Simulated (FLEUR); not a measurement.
Computed results, one entry a study.

**GdPd3: which magnetic order is lowest**

It takes space group Pm-3m (No. 221, cubic). The conventional cell has a = 4.080 Å, b = 4.080 Å, c = 4.080 Å, α = 90.00°, β = 90.00°, γ = 90.00°. Nearest to Gd lie 12 Pd at 2.88 Å. Nearest to Pd lie 4 Gd at 2.88 Å and 8 Pd at 2.88 Å. Nearest to Pd lie 4 Gd at 2.88 Å and 8 Pd at 2.88 Å. Farther neighbours are not listed.

```xyz
8
Lattice="4.0800 0.0000 0.0000 0.0000 8.1600 0.0000 0.0000 4.0800 4.0800" Properties=species:S:1:pos:R:3 pbc="T T T"
Gd    0.0000    0.0000    0.0000
Gd    0.0000    4.0800    0.0000
Pd    0.0000    2.0400    2.0400
Pd    0.0000    6.1200    2.0400
Pd    2.0400    8.1600    2.0400
Pd    2.0400    4.0800    2.0400
Pd    2.0400    2.0400    0.0000
Pd    2.0400    6.1200    0.0000
```

- method: LDA (VWN) with U = 4.02 eV, J = 0.7 eV on Gd f; all-electron FLAPW, Dirac cores, scalar-relativistic bands
- program: FLEUR MaX-R8.1
- settings of one run: kmax 3.6 1/bohr, gmax 10.8 1/bohr, muffin tin radii Gd: 2.66, Pd: 2.66 bohr, lmax Gd: [10, 8], Pd: [10, 8], hist occupations, smearing width 0.08 eV, mixer Anderson, mixing 0.05, max iterations 130, stop 0.0001 me/bohr³, collinear spin, 8×4×8 k-mesh, double counting FLL, mesh matched on, seeded occupations whole cubic f orbitals, Hund's first rule, starting moments 7 -7 0 0 0 0 0 0 μB
- cost: 3 runs, 4.4 min in all on 4 MPI ranks of AMD EPYC 9R45, shared host (the runs of this entry)
- notes: The database entry behind the starting cell differs from later determinations by our own check (about 0.3 % short). Only 3 starts were tried; other patterns of signs, canted and longer-period orders were not.
- lowest state found: antiferromagnetic (initial antiferro q=(0,1/2,1/2) +-)
- largest site spin moment: 7.02 μB
- next finished state: antiferromagnetic, 1.03 meV a seeded atom higher

The lowest state found is antiferromagnetic, reached from the start antiferro q=(0,1/2,1/2) +-, with moments up to 7.02 μB. The two lowest states lie so close that the mesh, the functional or spin–orbit coupling could swap them.

[Logs and program files are shortened in this print: banners, set-up blocks, solver, clock and traceback lines can be left out without a mark of their own.]

[Logs are printed without paths, hosts, clocks, repeated set-up lines and the standing remarks that a program may print on its own settings, such as how far it seeks lower states.]

[Hosts, paths, dates, database ids (printed as entryN), source tags and the programs' standing remarks are cut or masked in the printed files.]

[Where a cell is said to come from a database of computed structures, the database is the Materials Project.]
